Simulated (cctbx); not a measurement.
# Er2Mn3Cu9P7: as given, inverted or twinned?

Space group P-6 (no. 174), a = 9.5600 Å, b = 9.5600 Å, c = 3.8080 Å, α = 90.00°, β = 90.00°, γ = 120.00°.

| atom | mult. | x | y | z | Ueq (Å²) |
| --- | --- | --- | --- | --- | --- |
| Er1 | 1 | 0 | 0 | 1/2 | 0.0023 |
| Er2 | 1 | 2/3 | 1/3 | 0 | 0.0024 |
| Cu1 | 3 | 0.9072 | 0.6305 | 1/2 | 0.0034 |
| Cu2 | 3 | 0.0559 | 0.5521 | 0 | 0.0036 |
| Cu3 | 3 | 0.2765 | 0.0379 | 0 | 0.0030 |
| Mn1 | 3 | 0.2365 | 0.7961 | 1/2 | 0.0033 |
| P1 | 1 | 1/3 | 2/3 | 0 | 0.0043 |
| P2 | 3 | 0.9132 | 0.3728 | 1/2 | 0.0038 |
| P3 | 3 | 0.0468 | 0.7939 | 0 | 0.0044 |

This is a model crystal, built by substitution and not relaxed, with assumed displacement parameters.

Data sets are simulated with cctbx and refined with Bijvoet mates kept apart; Flack x is then fitted as the share of an inverted twin with the atoms fixed, Hooft y from the Bijvoet differences. The group is acentric but holds improper operations, so there is an absolute structure (orientation) and no hand.

Untwinned crystal. What Flack and Hooft values should come out?

```
  λ (Å)  extinction (unmodelled)  d min (Å)  top counts  error (%)     model      R1  Flack x   s.u.  Hooft y   s.u.  pairs
0.71073                      0.1       0.77        5000        1.5  as given  0.0294    -0.03   0.06   -0.033  0.057    263
0.71073                      0.1       0.77        5000        1.5  inverted  0.0383     1.02   0.06    1.030  0.059    263
1.54184                      0.1       0.83       40000          3  as given  0.0089   -0.002  0.005   -0.005  0.006    214
```

With Mo Kα, x is within 3 s.u. of 0, so the absolute structure is right, though an s.u. above 0.04 can't exclude a small twin share. With Cu Kα, x is within 3 s.u. of 0, so the absolute structure is right. Inverting the model turns x into about 1 − x.

A further crystal gives:

| λ (Å) | extinction (unmodelled) | d min (Å) | top counts | error (%) | model | R1 | Flack x | s.u. | Hooft y | s.u. | pairs |
| --- | --- | --- | --- | --- | --- | --- | --- | --- | --- | --- | --- |
| 0.56087 | 0 | 0.77 | 5000 | 1.5 | as given | 0.0231 | 0.34 | 0.06 | 0.289 | 0.063 | 263 |

**Question.** What is it?

It was simulated as an inversion twin with a fraction 0.3 of the inverted domain. Flack x is over 3 s.u. from both 0 and 1 and reads that fraction.

[Logs are printed without paths, hosts, clocks, repeated set-up lines and the standing remarks that a program may print on its own settings, such as how far it seeks lower states.]
